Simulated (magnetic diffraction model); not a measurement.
## CeNi₉Pb₂ below its ordering temperature

Space group I4_1/amd (no. 141, origin choice 1), a = 10.3370 Å, c = 6.5130 Å.

| site | atom | x | y | z |
| --- | --- | --- | --- | --- |
| 8c | Pb | 0 | 3/4 | 1/8 |
| 4b | Ce | 0 | 0 | 1/2 |
| 32i | Ni | 0.8685 | 0.6959 | 0.4352 |
| 4a | Ni | 0 | 1/2 | 1/4 |

The compound is invented for this exercise: a known structure type with other elements, its cell scaled to their sizes and not relaxed.

Only Ce is taken to order (form factors of Ce3+); orders and moment sizes are assumed, and not adapted to the symmetry. Radiation: neutrons of λ = 2.41 Å, 8° to 75°; isotropic B of 0.39 Å² (Pb), 0.42 Å² (Ce) and 0.53 Å² (Ni). The intensities are simulated: I ∝ L Σ (|F_N|² + |F_M⊥|²) for unpolarised neutrons, with F_M = 2.695 fm/μB × Σ f(s) S exp(2πi Q·r) exp(−B s²) at Q = H ± k (one set where k and −k are equivalent), only the part normal to Q counting and L = 1/(sin²θ cos θ). For collinear order S is the moment m, which repeats by lattice and centring translations R with the sign exp(−2πi k·R). Form factors are spin-only for 3d ions and dipole or tabulated for f ions, scattering lengths are Sears's of 1992, and absorption is left out. A label names one of the reflections at its angle. The strongest nuclear line in the range is 100, and lines under 0.2 are left out.

Above the ordering temperature:

```tsv
2θ (°)	index	I
25.26	(1 0 1)	42.4
26.96	(2 0 0)	31.0
37.28	(2 1 1)	0.3
46.61	(3 0 1)	2.9
47.79	(1 1 2)	0.3
54.67	(3 2 1)	12.5
62.84	(4 2 0)	70.3
62.98	(3 1 2)	100.0
69.10	(1 0 3)	38.8
73.06	(4 0 2)	34.1
```

Below it (cell unchanged):

```
2θ (°)      I
 13.39    4.2
 25.26   42.4
 26.96   31.0
 28.70    0.8
 30.22    1.6
 34.63    0.7
 37.28    0.3
 40.94    0.4
 44.43    0.5
 46.61    2.9
 47.79    0.3
 48.72    0.9
 49.71    0.6
 53.82    0.3
 54.67   12.5
 57.45    0.4
 60.22    0.3
 62.84   70.3
 62.98  100.0
 63.75    0.3
 67.17    0.5
 68.11    0.3
 69.10   38.8
 71.30    0.4
 73.06   34.1
 74.69    0.3
```

**Question.** Find the propagation vector, then choose among these models:
A. collinear moments along [010], 2 μB on Ce; signs + at (0, 0, 1/2), − at (0, 1/2, 3/4)
B. collinear moments along [010], 2 μB on Ce; signs + at (0, 0, 1/2), + at (0, 1/2, 3/4)
C. collinear moments along [001], 2 μB on Ce; signs + at (0, 0, 1/2), − at (0, 1/2, 3/4)
D. collinear moments along [001], 2 μB on Ce; signs + at (0, 0, 1/2), + at (0, 1/2, 3/4)

The new lines index as (0 1 0) at 13.39°, (1 1 1) at 28.70°, (2 1 0) at 30.22° and (2 0 1) at 34.63°, that is as H ± k with k = (0 1 0). The indices are whole but break the lattice centring, so the moments reverse under a centring translation, those with k·t a half-integer.

Magnetic intensity, observed (below minus above) and for each model:

| 2θ (°) | index | observed | A | B | C | D |
| --- | --- | --- | --- | --- | --- | --- |
| 13.39 | (1 0 0) | 4.2 | <0.2 | 4.2 | 4.2 | 4.2 |
| 21.32 | (0 0 1) | <0.2 | 0.8 | 0.8 | <0.2 | <0.2 |
| 28.70 | (1 1 1) | 0.8 | 1.4 | 1.4 | 0.8 | 0.8 |
| 30.22 | (1 2 0) | 1.6 | 1.3 | 0.3 | 1.6 | 1.6 |
| 45.66 | (0 1 2) | <0.2 | 0.7 | 0.6 | <0.2 | <0.2 |
| 48.72 | (3 1 1) | 0.9 | 0.7 | 0.7 | 0.9 | 0.9 |
| 49.71 | (3 2 0) | 0.6 | <0.2 | 0.4 | 0.6 | 0.6 |
| 53.82 | (2 1 2) | 0.3 | 0.7 | 0.9 | 0.3 | 0.3 |

Models C and D match alike on every line, so these data can't choose among them (such ties are often domains of one structure).

The structure used: k = (0 1 0), collinear moments along [001], 2 μB on Ce; signs + at (0, 0, 1/2), − at (0, 1/2, 3/4).

[Logs are printed without paths, hosts, clocks, repeated set-up lines and the standing remarks that a program may print on its own settings, such as how far it seeks lower states.]
